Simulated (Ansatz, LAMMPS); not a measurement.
# Structural relaxation of aqueous Mg2+ and Br-, 5.4 mol of salt per kg of water, from a frame at 330 K (168 atoms), part 3 of 3

Aim: bring aqueous Mg2+ and Br-, 5.4 mol of salt per kg of water, from a frame at 330 K (168 atoms) to a nearby minimum of the energy and see what moves.

Ansatz 0.2.0; Kohn-Sham DFT, r2SCAN+D4, PAW (set soft_2), plane waves.

The cell: 51 O, 102 H, 5 Mg and 10 Br. The network of contacts between molecules at the start is that of the classical potential that made the cell. The concentration wasn't checked against solubility and may exceed it. Only the Γ point is sampled, in a cell whose shortest periodic width is 12 Å.

So far. Step 4 (Cell and atoms relaxed): The relaxation changed the energy by -57.8 meV/atom, and atoms moved by 0.60 Å r.m.s., 2.3 Å at most.

## Step 6: Single point at the relaxed geometry

One more single point at the end of the walk gives the fuller output and checks the residual forces.

The input, input.yaml:

```yaml
crystal:
  lattice:
    - [11.5315, -0.08913, 0.00015]
    - [-0.08913, 12.5022, 0.02496]
    - [0.00015, 0.02496, 11.89362]
  atoms:
    - { symbol: O, position: [0.70122, 0.84568, 0.45022] }
    - { symbol: H, position: [0.62626, 0.82802, 0.41732] }
    - { symbol: H, position: [0.68392, 0.90043, 0.50448] }
    - { symbol: O, position: [0.10526, 0.63265, 0.01948] }
    - { symbol: H, position: [0.08512, 0.55796, 0.00063] }
    - { symbol: H, position: [0.13486, 0.63146, 0.09595] }
    - { symbol: O, position: [0.77228, 0.48022, 0.54141] }
    - { symbol: H, position: [0.80873, 0.41105, 0.52914] }
    - { symbol: H, position: [0.74262, 0.50662, 0.46923] }
    - { symbol: O, position: [0.82975, 0.02261, 0.20774] }
    - { symbol: H, position: [0.8742, 0.99334, 0.27047] }
    - { symbol: H, position: [0.76768, 0.97083, 0.19163] }
    - { symbol: O, position: [0.17138, 0.07143, 0.41059] }
    - { symbol: H, position: [0.14878, 0.09927, 0.48468] }
    - { symbol: H, position: [0.21591, 0.00758, 0.42707] }
    - { symbol: O, position: [0.60612, 0.14818, 0.19678] }
    - { symbol: H, position: [0.57861, 0.09626, 0.14192] }
    - { symbol: H, position: [0.56714, 0.21422, 0.17404] }
    - { symbol: O, position: [0.00627, 0.74701, 0.36561] }
    - { symbol: H, position: [0.9399, 0.73565, 0.31316] }
    - { symbol: H, position: [0.0033, 0.82447, 0.38102] }
    - { symbol: O, position: [0.49796, 0.80281, 0.61914] }
    - { symbol: H, position: [0.42159, 0.81877, 0.58896] }
    - { symbol: H, position: [0.48913, 0.80494, 0.70008] }
    - { symbol: O, position: [0.11131, 0.81172, 0.76068] }
    - { symbol: H, position: [0.13398, 0.8303, 0.68435] }
    - { symbol: H, position: [0.17722, 0.77191, 0.79105] }
    - { symbol: O, position: [0.55706, 0.27866, 0.64584] }
    - { symbol: H, position: [0.63297, 0.27178, 0.68313] }
    - { symbol: H, position: [0.53435, 0.354, 0.65992] }
    - { symbol: O, position: [0.56106, 0.06609, 0.74825] }
    - { symbol: H, position: [0.63317, 0.04779, 0.7107] }
    [... 130 atom lines left out ...]
    - { symbol: Br, position: [0.2919, 0.33014, 0.33862] }
    - { symbol: Br, position: [0.25424, 0.77245, 0.19381] }
    - { symbol: Br, position: [0.83134, 0.02097, 0.66371] }
    - { symbol: Br, position: [0.99713, 0.24502, 0.29246] }
    - { symbol: Br, position: [0.23692, 0.83079, 0.50698] }
    - { symbol: Br, position: [0.04759, 0.39094, 0.95841] }
kpoints:
  mp_grid: { grid: [1, 1, 1] }
hamiltonian:
  xc: r2scan
  dispersion: d4
scf:
  occupations: { method: fixed }
output:
  forces: true
  stress: true
  populations: true
  dos:
    method: { smearing: { sigma: 0.1 } }
    de: 0.1
    projected: { site_lists: { Br: [Br], H: [H], Mg: [Mg], O: [O] } }
  eigenvalues: true
  write_density: true
  write_potential: true
  volumetric_format: npy
  elf: true
```

Run with:

```
> ansatz run input.yaml --threads 4 --pin off --max-ram 8192MiB --backend cpu --events-out ev --progress --plain --runs-dir out
```

Numbers of over 12 decimals in the logs are rounded to 6 here.

Output:

```text
[...]
Crystal: 168 atoms, lattice volume = 1714.591 Å³
Basis set: ecut = 500 eV, 43529 PW (Γ), exchange–correlation on 360×384×360 points (64 copies of the dense FFT grid, shifted against one another)
Bands: 432, of which v1, the nominal top of the filled ones, is band 264 counted from 1 (263 counted from 0)
Symmetry: 1 space group operations
[...]
k-points: 1
[...]
SCF iter   1: F=—  HF=-68245.702232 eV  |F-HF|=—  |Δ(HF+E_count)|=         —  Δρ=5.27e-3  dr2=4.24e-1  dr2_τ=7.51e0  ethr=1.77e-3  ⟨swp⟩=5.0  Hψ=1554  notcnv=0  defer=166
[...]
SCF iter   8: F=-68243.154752 eV  HF=-68243.154752 eV  |F-HF|=4.87e-8  |Δ(HF+E_count)|=   9.07e-7  Δρ=2.31e-6  dr2=8.30e-8  dr2_τ=8.48e-9  ethr=1.89e-11  ⟨swp⟩=25.0  Hψ=4973  notcnv=0
SCF 1 converged in 8 iterations: F = -68243.154752 eV  dr2 = 8.30e-8
[...]
SCF converged after 8 iterations
Free energy (F): -68243.154752 eV
[...]
Internal energy: -68243.154752 eV  (E = F + TS)
E sigma→0 (E₀):  -68243.154752 eV
Fermi energy:    -0.708107 eV
[...]
--- Forces (eV/Å), atoms counted from 1 ---
  atom   1  O      0.00046134    -0.01039941    -0.01345273
  atom   2  H      0.00483152    -0.00199087     0.00223482
  atom   3  H     -0.00571389     0.01128345     0.01200075
  atom   4  O      0.01595004    -0.00035966     0.01918976
  atom   5  H     -0.00144827    -0.01665078    -0.01347817
  atom   6  H     -0.00425912     0.01040776    -0.00582983
  atom   7  O     -0.00437359     0.00928787    -0.00197744
  atom   8  H      0.00071650    -0.00346529    -0.00506807
  atom   9  H      0.00831860    -0.01037659     0.01171650
  atom  10  O     -0.01055314     0.00540378    -0.00973062
  atom  11  H      0.00835721    -0.00219084     0.01045559
  atom  12  H     -0.00140745    -0.00005663    -0.00207969
  atom  13  O     -0.00175422     0.00090275    -0.00492495
  atom  14  H      0.00179336     0.00183888     0.00237939
[...]
atom 167  Br    -0.00165344    -0.00210303    -0.00382232
  atom 168  Br    -0.00097075     0.00654285    -0.00133565
  max |Σ_I F_I| component: 1.42e-4 eV/Å
--- Stress (GPa, compression-positive) ---
       -0.011969      -0.001506       0.000180
       -0.001505       0.016831      -0.000099
        0.000181      -0.000098      -0.000001
  P = ⅓ Tr σ = 0.0016 GPa (0.016 kbar)
--- Band table (eV) ---
[...]
--- Löwdin populations: 168 sites ---
  site symbol       q [e]
     0      O      6.7002
     1      H      0.5980
     2      H      0.5894
[...]
167     Br      7.5400
  spilling = 0.009183 (of n_electrons = 528.000000)
```

Wall time 30 s (4 threads of AMD EPYC 9B45 (Zen 5), shared host); peak memory 5 GiB; 1.9 min of CPU time.

The run gave:

```yaml
free_energy: -68243.1548 eV
free_energy_per_atom: -406.2093 eV/atom
scf_cycles: 8
pressure: 0.001621 GPa
r_m_s_force_component: 0.00729 eV/Å
longest_force: 0.06035 eV/Å
fermi_energy: -0.7081 eV
spacing_of_highest_filled_and_lowest_empty_level: 4.707 eV
spilling_of_the_projection: 0.009183
```

Löwdin charges by element and coordination (they lack the spilled electrons, 0.029 e an atom on average):

| element | coordination | atoms | mean charge (e) | spread | least | most |
| --- | --- | --- | --- | --- | --- | --- |
| Br | all | 10 | -0.601 | 0.0402 | -0.653 | -0.537 |
| Br | 0 | 3 | -0.545 | 0.01 | -0.559 | -0.537 |
| Br | 1 | 5 | -0.614 | 0.0104 | -0.631 | -0.601 |
| Br | 2 | 2 | -0.652 | 3.0e-4 | -0.653 | -0.652 |
| H | all | 102 | 0.395 | 0.0099 | 0.361 | 0.420 |
| Mg | all | 5 | 1.60 | 0.0243 | 1.56 | 1.63 |
| O | all | 51 | -0.733 | 0.048 | -0.814 | -0.666 |
| O | 2 | 30 | -0.694 | 0.0126 | -0.723 | -0.666 |
| O | 3 | 21 | -0.788 | 0.0136 | -0.814 | -0.757 |

States in the cell by windows of 1 eV, zero at the Fermi level; the larger projections on atomic orbitals stand beside the total:

| from (eV) | to (eV) | total | O p | H s | Br p | Br s |
| --- | --- | --- | --- | --- | --- | --- |
| -18 | -14 | 0.0 | 0.0 | 0.0 | 0.0 | 0.0 |
| -14 | -13 | 10.2 | 0.1 | 0.4 | 0.0 | 9.5 |
| -13 | -12 | 9.8 | 0.1 | 0.3 | 0.0 | 9.2 |
| -12 | -9 | 0.0 | 0.0 | 0.0 | 0.0 | 0.0 |
| -9 | -8 | 16.4 | 11.4 | 4.6 | 0.1 | 0.1 |
| -8 | -7 | 80.7 | 56.6 | 22.3 | 0.3 | 0.3 |
| -7 | -6 | 6.0 | 4.3 | 1.4 | 0.0 | 0.0 |
| -6 | -5 | 24.4 | 19.1 | 2.1 | 0.3 | 0.1 |
| -5 | -4 | 40.2 | 32.3 | 3.1 | 0.4 | 0.1 |
| -4 | -3 | 33.4 | 28.2 | 1.5 | 0.5 | 0.0 |
| -3 | -2 | 46.4 | 43.1 | 0.4 | 1.9 | 0.0 |
| -2 | -1 | 70.5 | 57.6 | 0.4 | 11.5 | 0.0 |
| -1 | 0 | 47.1 | 5.2 | 0.6 | 40.8 | 0.0 |
| 0 | 1 | 0.9 | 0.1 | 0.0 | 0.8 | 0.0 |
| 1 | 4 | 0.0 | 0.0 | 0.0 | 0.0 | 0.0 |
| 4 | 5 | 2.0 | 0.0 | 1.1 | 0.0 | 0.1 |

With fixed occupations the program's Fermi level is the highest filled level; weight inside the gap is the broadening of levels at its edges.

Between -26 and -18 eV lie 102 more states.

The stored curve holds about 488 of the 528 electrons; the rest, give or take the few that broadening carries across the Fermi level, lie in deeper levels below its range.

The levels nearest the highest filled one (over half full), pooled over k-points and spins:

| level less the highest filled one (eV) | occupation |
| --- | --- |
| -0.325 | 2 |
| -0.275 | 2 |
| -0.241 | 2 |
| -0.192 | 2 |
| -0.138 | 2 |
| 0 | 2 |
| 4.71 | 0 |
| 6.05 | 0 |
| 6.21 | 0 |
| 6.40 | 0 |
| 6.42 | 0 |
| 6.48 | 0 |

ELF in the bc plane at fractional x = 0.094, with atoms of O and H and Br within 0.2 Å of it. It is the smooth field of the valence electrons, not physical close to the nuclei.

Ten even steps from '0' (0.00) to '9' (0.94), each cell a mean:
```
30000000026886688527878873004775787
10000000037897798611234430001589874
00000000025789987510000000000289841
00000000001234554200000000133322200
00000000003652000000000002578985100
00011000037996100000000004886787300
02454320277776300011100003788874100
14787884388579830356652000357862000
15765897168789823789987400012310000
14777874013333227974698620000000000
02577741000000168830288620023442100
00111100000000268975798510024442000
02443000000000036888986200001220000
15653000110000001334431001100000000
14762013442100000001100103431000000
02331146765210002467620003642000000
10000268886420047877972002320000000
76300158887520047764884000000000246
89730025665310013678862000111001578
77630000111000001355410001222001477
98400121100000000000023200011000159
98201455651023431000378630000000028
21001445761368875115677862004875431
10000111213799887349975884017997886
```
Columns run along b (12.5 Å), rows up along c (11.9 Å). Atoms in or near the plane, at fractional coordinates: O at (0.63, 0.02), H at (0.56, 0.00), O at (0.81, 0.76), O at (0.90, 0.98), H at (0.84, 0.02), H at (0.89, 0.90), O at (0.11, 0.62), H at (0.18, 0.65), H at (0.00, 0.11), O at (0.54, 0.27), O at (0.32, 0.69), H at (0.39, 0.65), H at (0.34, 0.77), Br at (0.55, 0.56).

Electrostatic potential energy in the bc plane at fractional x = 0.094, with atoms of O and H and Br within 0.2 Å of it. With pseudopotentials it is smooth inside the atoms' cores, unlike the true potential.

Ten even steps from '0' (-42 eV) to '9' (6 eV), each cell a mean:
```
99999999999830038985654799999820059
99999999999840048999999999999851489
99999999999987789999999999999841699
99999999999999999999999999999988999
99999999998668999999999999964599999
99999999998227999999999999820179999
99999999983027999999999999963389999
99865756871003589999999999998789999
99400114897552389976799999999999999
99611488999998898610058999999999999
99988999999999998300018999999999999
99999999999999999610158999999999999
99989999999999999987889999999999999
99999999999999999999988788999999999
99999999999999999999986668899999999
99999999999999999999987678999999999
99998888889999988631488889999999999
99998888889999987400179999999999999
25898889999999999854799999999999984
03899999999999999999999999999999971
16999999999999999999998999999999984
27999999889999999999987899999999985
89999999778999999998721489998678999
99999999999875579972100189997212379
```
Columns run along b (12.5 Å; values clipped at the 3rd and 97th percentile), rows up along c (11.9 Å). Atoms in or near the plane, at fractional coordinates: O at (0.63, 0.02), H at (0.56, 0.00), O at (0.81, 0.76), O at (0.90, 0.98), H at (0.84, 0.02), H at (0.89, 0.90), O at (0.11, 0.62), H at (0.18, 0.65), H at (0.00, 0.11), O at (0.54, 0.27), O at (0.32, 0.69), H at (0.39, 0.65), H at (0.34, 0.77), Br at (0.55, 0.56).

Mean Löwdin charges: Br -0.60, H +0.39, Mg +1.60, O -0.73 e (they miss 0.92 % of the electrons, so they add up to more than the cell's charge). The largest share in the top eV of filled states is Br p (87 % of the projected weight), and in the lowest eV of empty states H s (62 % of the projected weight).

Local excerpt of 10 atoms (numbers count through the whole input) about Mg157, one of the 5 Mg atoms; x, y, z are measured from there.

| atom | x | y | z | distance (Å) | bonds | Löwdin charge (e) |
| --- | --- | --- | --- | --- | --- | --- |
| Mg157 | 0.00 | 0.00 | 0.00 | 0.00 | 6 | 1.63 |
| O7 | -0.88 | -1.27 | -1.31 | 2.02 | 3 | -0.81 |
| O136 | -0.05 | 1.56 | -1.30 | 2.03 | 3 | -0.80 |
| O133 | 0.36 | -1.66 | 1.12 | 2.03 | 3 | -0.79 |
| O46 | 0.95 | 1.08 | 1.45 | 2.04 | 3 | -0.79 |
| O91 | -1.81 | 0.44 | 0.90 | 2.07 | 3 | -0.78 |
| H48 | 0.32 | 1.72 | 1.84 | 2.54 | 1 | 0.39 |
| H137 | 0.69 | 1.65 | -1.92 | 2.62 | 1 | 0.40 |
| H8 | -0.46 | -2.14 | -1.46 | 2.63 | 1 | 0.40 |
| H9 | -1.23 | -0.94 | -2.17 | 2.66 | 1 | 0.40 |

The column of bonds counts only the pairs H-O within 1.21 Å, O-Mg within 2.48 Å, Br-Mg within 3.27 Å; other neighbours, such as metal atoms beside each other in a compound, aren't counted, and periodic images can show an atom twice.

## Step 7: Results

```json
{
 "energy change in the relaxation": "-57.83 meV/atom",
 "r.m.s. displacement": "0.604 Å",
 "largest displacement": "2.252 Å",
 "free energy per atom": "-406.2093 eV/atom",
 "pressure": "0.001621 GPa",
 "r.m.s. force component": "0.00729 eV/Å",
 "gap (highest filled to lowest empty level)": "4.707 eV",
 "wall time of the 3 DFT runs": "11 min"
}
```

**Reading.** Relaxation lowers the energy by 57.8 meV/atom and moves atoms by 0.60 Å r.m.s.; the r.m.s. force component goes from 0.74 to 0.0073 eV/Å, the pressure goes from -3.2 to 0.0016 GPa, and the gap from 3.96 to 4.71 eV. Displacements are taken in the final cell, so they leave out its strain. By the final cutoffs no bond was broken or made. The cell shrank by 5.0 % in volume. First to last step the energy falls by 9.716 eV, across changes of basis; the largest move, 2.25 Å, is that of H152. The Br-Mg bonds change most in mean length: from 2.675 Å (spread 0.142) to 2.731 Å (spread 0.075). Counting bonds as in the table, 50 % of Br atoms have 1, all H atoms have 1, all Mg atoms have 6 and 59 % of O atoms have 2 bonded neighbours. The 51 water molecules hold 2.39 hydrogen bonds each to other water on average, with a mean O–O distance of 2.75 Å. Filled and empty levels are parted by 4.71 eV (at Γ alone); a semilocal functional tends to put such gaps too low. In a disordered cell it changes from sample to sample and from frame to frame.

**Limits.** The network of contacts between molecules at the start is that of the classical potential that made the cell; in DFT atoms moved by 0.60 Å r.m.s.

[Logs are printed without paths, hosts, clocks, repeated set-up lines and the standing remarks that a program may print on its own settings, such as how far it seeks lower states.]

[Hosts, paths, dates, database ids (printed as entryN), source tags and the programs' standing remarks are cut or masked in the printed files.]
